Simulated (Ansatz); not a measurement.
# Optical response of GaCuSe2

Wanted: where GaCuSe2 starts to absorb, how strongly, and its refractive index.

Main program and level: Ansatz 0.2.0; DFT, PBE, plane-wave PAW, default files, scalar-relativistic, independent-particle optical response without local fields.

The experiments to compare with:

For CuGaSe2, tetragonal chalcopyrite (n-type Bridgman-grown single crystal), “Growth and anisotropy of transport properties of CuGaSe2 single crystals” (2018, pmc:6251020) gives, by temperature-dependent electrical conductivity: band gap (thermal gap from intrinsic conductivity perpendicular to c, 380-530 K) 1.72 eV [thermal activation gap from slope of log conductivity over 380-530 K, not an optical gap …].

This is a report of a sequence of runs, with most program output left out.

## Step 1: The structure

Symmetry: I-42d, No. 122, tetragonal system. The conventional cell has a = 5.619 Å, b = 5.619 Å, c = 11.026 Å, α = 90.00°, β = 90.00°, γ = 90.00°. Nearest to Se lie 2 Ga at 2.42 Å and 2 Cu at 2.42 Å. Nearest to Ga lie 4 Se at 2.42 Å. Nearest to Cu lie 4 Se at 2.42 Å. Farther neighbours and most contacts between anions are not listed.

## Step 2: Ground state and bands

First the ground state: is it a metal or has it a gap?

This step: DFT, PBE, plane-wave PAW, default files, scalar-relativistic, ground state (Ansatz 0.2.0).

input.yaml reads:

```yaml
crystal:
  lattice:
    - [-2.80955, 2.80955, 5.513]
    - [2.80955, -2.80955, 5.513]
    - [2.80955, 2.80955, -5.513]
  atoms:
    - { symbol: Se, position: [0.12562, 0.625, 0.00062] }
    - { symbol: Se, position: [0.875, 0.87438, 0.49938] }
    - { symbol: Se, position: [0.62438, 0.125, 0.99938] }
    - { symbol: Se, position: [0.375, 0.37562, 0.50062] }
    - { symbol: Ga, position: [0.25, 0.75, 0.5] }
    - { symbol: Ga, position: [0.5, 0.5, 0.0] }
    - { symbol: Cu, position: [0.75, 0.25, 0.5] }
    - { symbol: Cu, position: [0.0, 0.0, 0.0] }
kpoints:
  mp_grid: { grid: [6, 6, 6] }
  band_path:
    path:
      - [[0.0, 0.0, 0.0], [0.0, 0.0, 0.5], [-0.12985765, 0.12985765, 0.5], [-0.31492883, 0.31492883, 0.31492883], [0.0, 0.0, 0.0], [0.5, 0.5, -0.5], [0.31492883, 0.68507117, -0.31492883], [0.0, 0.5, 0.0], [0.25, 0.25, 0.25], [0.5, 0.5, -0.12985765], [0.5, 0.5, -0.5]]
      - [[0.0, 0.0, 0.5], [0.25, 0.25, 0.25]]
    npoints: 5
scf:
  occupations: { method: fermi_dirac, width: 0.05 }
  n_extra_bands: 12
hamiltonian:
  xc: pbe
  pseudopotentials: { kind: paw }
output:
  forces: true
  stress: true
  populations: true
  write_bands: true
  write_density: true
  write_potential: true
  elf: true
  volumetric_format: npy
```

Started as:

```sh
$ ansatz run input.yaml --threads 4 --pin off --max-ram 8192MiB --backend cpu --events-out ev --progress --plain --runs-dir out
```

Elapsed: 14 s, on 4 threads of Intel Xeon Platinum 8488C (Sapphire Rapids), shared host; peak memory 1.1 GiB.

Numbers from this step:

- free energy: -42696.4393 eV
- Fermi energy: 8.962 eV
- gap by band count: 0.2351 eV
- electrons: 128
- symmetry operations: 8
- pressure: 2.843 GPa
- volume: 174.1 Å³
- gap on the path: 0.2351 eV
- least direct gap on the path: 0.2351 eV

There is a gap, 0.24 eV on the path, so no carriers' term is needed. The cell is left with a pressure of 2.8 GPa and forces up to 0.39 eV/Å, as it stands unrelaxed at this level.

The electronic bands at the labelled points (eV, zero at the Fermi level; v1 is the highest filled band, c1 the lowest empty one):

| point | v4 | v3 | v2 | v1 | c1 | c2 | c3 | c4 |
| --- | --- | --- | --- | --- | --- | --- | --- | --- |
| Γ | -1.67 | -0.27 | -0.27 | -0.14 | 0.10 | 1.77 | 2.14 | 3.85 |
| 0.40 of the way | -1.51 | -1.35 | -0.62 | -0.37 | 1.38 | 2.08 | 3.08 | 3.52 |
| X | -0.96 | -0.96 | -0.64 | -0.64 | 1.05 | 1.05 | 3.19 | 3.19 |
| 0.60 of the way | -0.97 | -0.97 | -0.72 | -0.72 | 1.16 | 1.16 | 3.42 | 3.42 |
| Y | -0.99 | -0.99 | -0.83 | -0.83 | 1.33 | 1.33 | 3.71 | 3.71 |
| 0.40 of the way | -1.28 | -1.15 | -0.89 | -0.81 | 1.72 | 1.78 | 2.96 | 3.56 |
| S | -1.55 | -1.33 | -0.88 | -0.69 | 1.84 | 2.28 | 2.38 | 3.32 |
| 0.40 of the way | -1.56 | -1.16 | -0.99 | -0.63 | 1.91 | 2.58 | 2.85 | 3.57 |
| Γ | -1.67 | -0.27 | -0.27 | -0.14 | 0.10 | 1.77 | 2.14 | 3.85 |
| 0.60 of the way | -1.54 | -1.12 | -0.77 | -0.77 | 1.69 | 1.88 | 2.36 | 2.42 |
| Z | -1.36 | -1.36 | -1.05 | -1.05 | 1.74 | 1.74 | 1.83 | 1.83 |
| 0.40 of the way | -1.41 | -1.17 | -1.13 | -0.96 | 1.70 | 1.91 | 2.00 | 2.17 |
| S1 | -1.55 | -1.33 | -0.88 | -0.69 | 1.84 | 2.28 | 2.38 | 3.32 |
| 0.40 of the way | -1.53 | -1.32 | -1.03 | -0.61 | 1.91 | 2.34 | 2.59 | 3.55 |
| N | -1.48 | -1.36 | -1.24 | -0.69 | 2.06 | 2.45 | 3.10 | 4.00 |
| 0.40 of the way | -1.34 | -1.26 | -0.99 | -0.82 | 1.71 | 2.16 | 3.06 | 3.90 |
| P | -0.99 | -0.99 | -0.81 | -0.81 | 1.50 | 1.50 | 2.91 | 2.91 |
| 0.40 of the way | -1.02 | -0.98 | -0.79 | -0.76 | 1.23 | 1.49 | 3.09 | 3.13 |
| Y1 | -0.99 | -0.99 | -0.83 | -0.83 | 1.33 | 1.33 | 3.71 | 3.71 |
| 0.40 of the way | -1.10 | -1.10 | -1.05 | -1.05 | 1.85 | 1.85 | 2.68 | 2.68 |
| Z | -1.36 | -1.36 | -1.05 | -1.05 | 1.74 | 1.74 | 1.83 | 1.83 |
| jump to X | -0.96 | -0.96 | -0.64 | -0.64 | 1.05 | 1.05 | 3.19 | 3.19 |
| 0.60 of the way | -0.97 | -0.97 | -0.77 | -0.77 | 1.33 | 1.33 | 3.03 | 3.03 |
| P | -0.99 | -0.99 | -0.81 | -0.81 | 1.50 | 1.50 | 2.91 | 2.91 |

ELF in the ac plane of the conventional cell at fractional y = 0.000, with atoms of Ga and Cu within 0.2 Å of it. It is the smooth field of the valence electrons, not physical close to the nuclei.

Ten even steps from '_' (0.01) to '@' (0.77), each cell a mean:
```
##==::::....__________..::..::**
::::::----::..____..::----::::::
..::--++++==::....::--++++==::..
....--==++--::....::--==++==::..
____..::::::::----::::::::::..__
______......--%%@@++::....______
____..::::..::**##==::::::..____
__..::====::::::::::::--==--..__
..::==****==--::..::--++**++--::
::--==++++==::......--++++++==--
..::--==--::..______..::------::
....::::::____________..::--::__
__..----::..__________::----::__
::--==++++--..____..::==++++--::
::--++****++--::..::==******==--
..::==++****==--::--++****++--..
____::--====--::..::--====::..__
______..----::__....::--::..____
______..::--::__....----::..____
__..::--====--::::--======::..__
..::==++**++==--::--++****==--..
..::--++**++--....::==++++==::..
--::::::--::..______::----::::--
@@++::......__________......--%%
```

Electrostatic potential energy in the ac plane of the conventional cell at fractional y = 0.000, with atoms of Ga and Cu within 0.2 Å of it. With pseudopotentials it is smooth inside the atoms' cores, unlike the true potential.

Values in eV, 24 rows by 16 columns, each cell a mean:
```
-37 -31  -5   9  12  12  13  13  13  13  13  12  11   4 -20 -36
-13  -4   7  10  11  12  12  13  13  12  12  12  11   9   2 -10
  9  10  11  11  11  11  11  12  12  12  11  11  11  11  10   9
 12  12  12  11  11  10   9   7   6   8  10  11  11  11  12  12
 13  13  12  12  11   7  -6 -23 -26 -15   3  10  11  12  12  13
 13  13  13  12  10   2 -25 -37 -37 -35  -9   8  12  12  13  13
 13  13  13  12  11   4 -20 -36 -37 -31  -6   9  12  12  13  13
 12  12  12  12  11   9   2 -10 -13  -4   7  10  11  12  12  12
 10  11  11  11  11  11  10  10   9  10  11  11  11  11  11  10
  2   5   8   9  10  11  12  12  12  12  11  11  10   9   6   3
-13 -10   0   8  10  11  12  13  13  12  12  11   9   4  -6 -12
-14 -15  -8   5  10  12  12  13  13  13  12  11   8  -1 -14 -14
-15 -14  -6   6  10  12  12  13  13  13  12  11   9   1 -12 -15
 -9  -5   4   8  10  11  12  12  12  12  12  11  10   7  -1  -8
  7   8   9  10  10  10  11  10  10  10  10  10  10   9   9   7
 11  11  11  10  10   9   7   3   2   5   8   9  10  11  11  11
 12  12  12  11   9   4  -6 -13 -14 -10   0   8  10  11  12  12
 13  13  12  11   8  -1 -13 -14 -14 -15  -8   5  10  12  12  13
 13  13  12  11   8   0 -12 -15 -14 -14  -6   6  10  12  12  13
 13  12  12  11   9   6  -1  -8  -9  -5   3   8  10  11  12  12
 12  12  11  11  10  10   9   7   7   8   9  10  10  11  11  12
  5   8  10  11  11  11  11  11  11  11  11  11  11  10   9   6
-26 -15   3  10  11  12  12  12  12  12  12  12  11   8  -5 -23
-37 -35  -9   8  12  12  13  13  13  13  13  12  10   2 -26 -37
```

## Step 3: Spectrum

With the density converged, the vertical transitions are summed over the zone.

This step: DFT, PBE, plane-wave PAW, default files, scalar-relativistic, independent-particle optical response without local fields (Ansatz 0.2.0).

input.yaml, the sections that differ from step 2:

```yaml
kpoints:
  mp_grid: { grid: [6, 6, 6] }
scf:
  occupations: { method: gaussian, width: 0.02 }
output:
  optics:
    e_range: [0, 14]
    de: 0.05
    sigma: 0.15
    nscf_kmesh: { grid: [6, 6, 6] }
    bands: { spectra_wanted_up_to: 14 }
# crystal, hamiltonian: as in step 2
```

It took 5.6 min on 4 threads; peak memory 2.7 GiB; 15 min of CPU time.

Read-outs, printed or worked out from the files:

| Quantity | Value |
| --- | --- |
| electronic dielectric constant ε∞, mean over x, y and z (by symmetry where fewer were run) | 12.17 |
| absorption onset, first axis (α over 10⁴ cm⁻¹, or the direct gap if that lies higher) | 0.5002 eV |
| main peak of Im epsilon, first axis | 4.726 eV |
| photocurrent from vertical transitions in a film 500 nm thick on a perfect mirror (two passes), AM1.5G, no front reflection, all carriers collected | 64.41 mA/cm² |
| least direct gap on the mesh | 0.2346 eV |
| bands summed | 122 |
| spectra valid up to | 21.35 eV |
| program's estimate of the k-sum error in Im epsilon | 0.06 % |
| electrons in the f-sum | 39.79 |

The Im ε has structure finer than the step of the table below, so its rows give means over 0.25 eV, whole bins alone (the curve runs from 0 to 14 eV). Peaks (eV: height): E ∥ x or y 2.050: 9.98, 3.900: 9.46, 4.750: 10.3, 5.750: 10.1, 6.600: 10.1; E ∥ z 1.950: 9.03, 3.900: 9.12, 4.900: 9.23, 5.750: 12.9.

Table of Im ε by photon energy; means over each step:

| photon energy (eV) | E ∥ x or y | E ∥ z |
| --- | --- | --- |
| 0.25 | 0.250 | 0.981 |
| 0.50 | 1.34 | 2.03 |
| 0.75 | 1.98 | 2.13 |
| 1.00 | 2.24 | 2.22 |
| 1.25 | 2.59 | 2.47 |
| 1.50 | 3.43 | 3.26 |
| 1.75 | 6.26 | 6.36 |
| 2.00 | 9.57 | 8.66 |
| 2.25 | 8.20 | 7.08 |
| 2.50 | 6.61 | 6.34 |
| 2.75 | 6.27 | 5.82 |
| 3.00 | 6.25 | 6.65 |
| 3.25 | 5.14 | 7.23 |
| 3.50 | 6.29 | 7.01 |
| 3.75 | 8.82 | 7.71 |
| 4.00 | 8.90 | 8.28 |
| 4.25 | 7.86 | 6.55 |
| 4.50 | 9.26 | 8.30 |
| 4.75 | 10.2 | 8.88 |
| 5.00 | 9.44 | 9.01 |
| 5.25 | 8.57 | 7.87 |
| 5.50 | 9.28 | 9.30 |
| 5.75 | 9.94 | 12.4 |
| 6.00 | 9.10 | 10.3 |
| 6.25 | 8.83 | 9.61 |
| 6.50 | 9.65 | 8.89 |
| 6.75 | 9.37 | 7.50 |
| 7.00 | 7.77 | 6.94 |
| 7.25 | 6.83 | 6.19 |
| 7.50 | 6.12 | 5.47 |
| 7.75 | 5.64 | 5.22 |
| 8.00 | 5.03 | 5.15 |
| 8.25 | 4.68 | 5.23 |
| 8.50 | 4.20 | 4.74 |
| 8.75 | 3.80 | 4.09 |
| 9.00 | 3.46 | 3.54 |
| 9.25 | 3.34 | 3.25 |
| 9.50 | 3.14 | 3.13 |
| 9.75 | 2.69 | 2.99 |
| 10.00 | 2.28 | 2.56 |
| 10.25 | 1.99 | 2.18 |
| 10.50 | 1.72 | 1.97 |
| 10.75 | 1.56 | 1.76 |
| 11.00 | 1.40 | 1.54 |
| 11.25 | 1.25 | 1.41 |
| 11.50 | 1.18 | 1.26 |
| 11.75 | 1.23 | 1.20 |
| 12.00 | 1.16 | 1.16 |
| 12.25 | 1.06 | 1.03 |
| 12.50 | 0.988 | 0.940 |
| 12.75 | 0.891 | 0.904 |
| 13.00 | 0.802 | 0.877 |
| 13.25 | 0.788 | 0.932 |
| 13.50 | 0.781 | 0.867 |
| 13.75 | 0.717 | 0.723 |

The Re ε by photon energy:

| photon energy (eV) | E ∥ x or y | E ∥ z |
| --- | --- | --- |
| 0.0 | 12.0 | 12.6 |
| 0.5 | 12.7 | 12.0 |
| 1.0 | 12.1 | 11.6 |
| 1.5 | 13.3 | 13.0 |
| 2.0 | 11.2 | 9.95 |
| 2.5 | 7.36 | 7.86 |
| 3.0 | 7.07 | 8.62 |
| 3.5 | 9.59 | 7.06 |
| 4.0 | 6.01 | 4.98 |
| 4.5 | 6.87 | 6.47 |
| 5.0 | 3.26 | 4.21 |
| 5.5 | 3.53 | 6.17 |
| 6.0 | 1.02 | -0.0469 |
| 6.5 | 0.830 | -1.45 |
| 7.0 | -2.26 | -1.61 |
| 7.5 | -2.42 | -1.74 |
| 8.0 | -2.49 | -1.49 |
| 8.5 | -2.43 | -2.33 |
| 9.0 | -2.24 | -2.28 |
| 9.5 | -2.31 | -1.92 |
| 10.0 | -2.21 | -2.16 |
| 10.5 | -1.84 | -1.79 |
| 11.0 | -1.51 | -1.54 |
| 11.5 | -1.10 | -1.26 |
| 12.0 | -0.994 | -1.03 |
| 12.5 | -0.846 | -0.821 |
| 13.0 | -0.661 | -0.586 |
| 13.5 | -0.500 | -0.611 |
| 14.0 | -0.380 | -0.426 |

The loss function −Im 1/ε at q → 0 by energy loss; read off at these points:

| energy loss (eV) | E ∥ x or y | E ∥ z |
| --- | --- | --- |
| 0.0 | 0 | 0 |
| 0.5 | 0.00866 | 0.0139 |
| 1.0 | 0.0148 | 0.0160 |
| 1.5 | 0.0177 | 0.0175 |
| 2.0 | 0.0445 | 0.0500 |
| 2.5 | 0.0675 | 0.0623 |
| 3.0 | 0.0703 | 0.0561 |
| 3.5 | 0.0475 | 0.0708 |
| 4.0 | 0.0769 | 0.0873 |
| 4.5 | 0.0695 | 0.0745 |
| 5.0 | 0.0946 | 0.0904 |
| 5.5 | 0.0939 | 0.0754 |
| 6.0 | 0.110 | 0.0991 |
| 6.5 | 0.102 | 0.109 |
| 7.0 | 0.119 | 0.136 |
| 7.5 | 0.141 | 0.166 |
| 8.0 | 0.161 | 0.180 |
| 8.5 | 0.179 | 0.170 |
| 9.0 | 0.204 | 0.199 |
| 9.5 | 0.207 | 0.233 |
| 10.0 | 0.226 | 0.228 |
| 10.5 | 0.271 | 0.279 |
| 11.0 | 0.329 | 0.326 |
| 11.5 | 0.454 | 0.396 |
| 12.0 | 0.497 | 0.480 |
| 12.5 | 0.584 | 0.603 |
| 13.0 | 0.743 | 0.791 |
| 13.5 | 0.906 | 0.769 |
| 14.0 | 1.14 | 1.08 |

Values under 1 per cm are given as 1. Absorption coefficient against photon energy:

| photon energy (eV) | E ∥ x or y (1/cm) | E ∥ z (1/cm) |
| --- | --- | --- |
| 0.0 | 1 | 1 |
| 0.5 | 9988 | 15112 |
| 1.0 | 32493 | 32849 |
| 1.5 | 68988 | 65642 |
| 2.0 | 2.8e5 | 2.7e5 |
| 2.5 | 2.8e5 | 2.7e5 |
| 3.0 | 3.4e5 | 3.2e5 |
| 3.5 | 3.4e5 | 4.3e5 |
| 4.0 | 6.3e5 | 6.4e5 |
| 4.5 | 7.0e5 | 6.6e5 |
| 5.0 | 9.3e5 | 8.7e5 |
| 5.5 | 1.0e6 | 8.6e5 |
| 6.0 | 1.2e6 | 1.4e6 |
| 6.5 | 1.4e6 | 1.5e6 |
| 7.0 | 1.6e6 | 1.5e6 |
| 7.5 | 1.6e6 | 1.5e6 |
| 8.0 | 1.6e6 | 1.5e6 |
| 8.5 | 1.6e6 | 1.7e6 |
| 9.0 | 1.6e6 | 1.6e6 |
| 9.5 | 1.7e6 | 1.6e6 |
| 10.0 | 1.7e6 | 1.7e6 |
| 10.5 | 1.6e6 | 1.6e6 |
| 11.0 | 1.5e6 | 1.5e6 |
| 11.5 | 1.4e6 | 1.4e6 |
| 12.0 | 1.4e6 | 1.4e6 |
| 12.5 | 1.3e6 | 1.3e6 |
| 13.0 | 1.2e6 | 1.2e6 |
| 13.5 | 1.2e6 | 1.3e6 |
| 14.0 | 1.1e6 | 1.1e6 |

The reflectivity at normal incidence has structure finer than the step of the table below, so its rows give means over 0.25 eV, whole bins alone (the curve runs from 0 to 14 eV). Peaks (eV: height): E ∥ x or y 1.950: 37.9, 3.850: 35.2, 4.800: 37.1, 10.350: 51.0; E ∥ z 1.850: 36.9, 4.950: 34.9, 5.850: 44.1, 6.600: 44.2, 8.800: 45.6, 10.800: 49.0, 13.700: 38.7.

The reflectivity at normal incidence by photon energy; means over each step:

| photon energy (eV) | E ∥ x or y (%) | E ∥ z (%) |
| --- | --- | --- |
| 0.25 | 31.1 | 31.9 |
| 0.50 | 31.6 | 31.0 |
| 0.75 | 31.1 | 30.3 |
| 1.00 | 31.1 | 30.3 |
| 1.25 | 31.8 | 31.1 |
| 1.50 | 33.5 | 33.0 |
| 1.75 | 36.5 | 36.1 |
| 2.00 | 37.3 | 35.3 |
| 2.25 | 33.0 | 31.4 |
| 2.50 | 29.9 | 29.9 |
| 2.75 | 29.5 | 29.2 |
| 3.00 | 29.0 | 31.0 |
| 3.25 | 27.5 | 31.3 |
| 3.50 | 31.3 | 30.5 |
| 3.75 | 34.7 | 32.1 |
| 4.00 | 34.0 | 32.6 |
| 4.25 | 31.9 | 29.0 |
| 4.50 | 34.8 | 32.9 |
| 4.75 | 36.9 | 33.9 |
| 5.00 | 36.1 | 34.6 |
| 5.25 | 34.1 | 32.0 |
| 5.50 | 35.6 | 34.6 |
| 5.75 | 38.4 | 42.4 |
| 6.00 | 38.3 | 42.5 |
| 6.25 | 37.6 | 41.8 |
| 6.50 | 40.3 | 43.9 |
| 6.75 | 45.1 | 43.2 |
| 7.00 | 45.4 | 42.2 |
| 7.25 | 44.9 | 43.0 |
| 7.50 | 44.7 | 41.0 |
| 7.75 | 44.6 | 39.4 |
| 8.00 | 45.0 | 39.1 |
| 8.25 | 44.8 | 40.7 |
| 8.50 | 45.5 | 44.1 |
| 8.75 | 45.4 | 45.4 |
| 9.00 | 45.0 | 45.2 |
| 9.25 | 44.0 | 43.6 |
| 9.50 | 46.5 | 42.9 |
| 9.75 | 49.1 | 44.9 |
| 10.00 | 50.1 | 47.6 |
| 10.25 | 50.6 | 48.3 |
| 10.50 | 50.3 | 47.2 |
| 10.75 | 49.3 | 48.5 |
| 11.00 | 49.0 | 47.6 |
| 11.25 | 47.7 | 47.2 |
| 11.50 | 44.2 | 46.3 |
| 11.75 | 40.9 | 43.8 |
| 12.00 | 41.8 | 43.0 |
| 12.25 | 41.9 | 43.6 |
| 12.50 | 41.4 | 41.8 |
| 12.75 | 41.7 | 39.2 |
| 13.00 | 40.2 | 36.1 |
| 13.25 | 36.5 | 33.6 |
| 13.50 | 35.2 | 36.7 |
| 13.75 | 35.3 | 38.3 |

From ε follow the optical constants at some laser and lamp lines:

| wavelength (nm) | n xy | k xy | R (%) xy | 1/α xy | n z | k z | R (%) z | 1/α z |
| --- | --- | --- | --- | --- | --- | --- | --- | --- |
| 1550 | 3.49 | 0.293 | 31.0 | 421 nm | 3.41 | 0.314 | 30.2 | 393 nm |
| 1064 | 3.52 | 0.346 | 31.5 | 244 nm | 3.45 | 0.340 | 30.7 | 249 nm |
| 800 | 3.72 | 0.489 | 33.9 | 130 nm | 3.68 | 0.469 | 33.5 | 136 nm |
| 633 | 3.71 | 1.300 | 37.8 | 39 nm | 3.52 | 1.281 | 36.2 | 39 nm |
| 450 | 2.96 | 1.052 | 29.5 | 34 nm | 3.00 | 0.950 | 29.0 | 38 nm |
| 248 | 2.58 | 1.836 | 36.2 | 11 nm | 2.67 | 1.707 | 34.8 | 12 nm |
| 193 | 2.29 | 2.022 | 38.6 | 7.6 nm | 2.04 | 2.289 | 43.7 | 6.7 nm |

Rows near the edge hang on the gap, which this functional as a rule makes too small, and phonon-assisted absorption is left out.

In reflection the computed colour is faintly orange: x = 0.332, y = 0.338, luminous reflectivity 33 %.

The first strong peak, at 2.03 eV, fits the third-highest filled and the lowest empty band, which run nearly parallel at that distance over 67 % of X–Y; the match rests on energies alone.

The f-sum over the summed bands holds 39.8 of the cell's 128 electrons outside the frozen cores, 84 of which lie in bands more than 12 eV below the Fermi level, whose transitions come at higher energies. Up to 14 eV the strength has a mean oscillator energy of 4.7 eV, close to the main peak.

## Step 4: Summary of results

```yaml
gap_on_the_path: 0.235 eV
least_direct_gap_on_the_path: 0.235 eV
electronic_dielectric_constant_eps_infinity_mean_over_x_y_and_z_by_symmetry_where_fewer_were_run_independent_particles: 12.2
absorption_onset_first_axis_alpha_over_1e4_cm_minus1_or_the_direct_gap_if_that_lies_higher: 0.500 eV
main_peak_of_im_epsilon_first_axis: 4.73 eV
photocurrent_from_vertical_transitions_in_a_film_500_nm_thick_on_a_perfect_mirror_two_passes_am1p5g_no_front_reflection_all_carriers_collected: 64.4 mA/cm²
```

In words: At this level (PBE, independent particles) GaCuSe2 has a mean ε∞ = 12.2 and n = 3.49 at 1550 nm (E ∥ x); absorption sets in near 0.5 eV, and Im ε peaks at 4.7 eV (E ∥ x). The gap on the path is direct, 0.24 eV. The absorption coefficient passes 10⁴ cm⁻¹ at 0.50 eV, in the infrared, so it absorbs across the visible. Distinct maxima of Im ε, read by a parabola through the highest points, lie at 2.03 eV (10.0), 4.73 eV (10), 5.76 eV (10) and 6.61 eV (10) for E ∥ x or y. The static values by axis are 11.98 (xy), 12.55 (z). The first strong peak, at 2.03 eV, fits the third-highest filled and the lowest empty band, which run nearly parallel at that distance over 67 % of X–Y; the match rests on energies alone. In reflection the computed colour is faintly orange: x = 0.332, y = 0.338, luminous reflectivity 33 %. Excitons and phonon-assisted transitions are missing, and so are local fields; PBE gaps are as a rule too small, which pulls the onset down and ε∞ up. In the base run ε includes the program's bounded estimate of what the bands above those summed add.

Comparison with the measured values:

| quantity | measured | PBE |
| --- | --- | --- |
| band gap (least gap) (eV) | 1.72 | 0.24 (-1.48 eV) |

Measured values from pmc:6251020 (2018).

Verdict: The band gap is off by -1.48 eV: a clear miss. Local and semilocal functionals usually give gaps below the measured ones. Zero-point and thermal motion shift the measured gap. No cell relaxation is part of this session.

[Logs are printed without paths, hosts, clocks, repeated set-up lines and the standing remarks that a program may print on its own settings, such as how far it seeks lower states.]

[Hosts, paths, dates, database ids (printed as entryN), source tags and the programs' standing remarks are cut or masked in the printed files.]
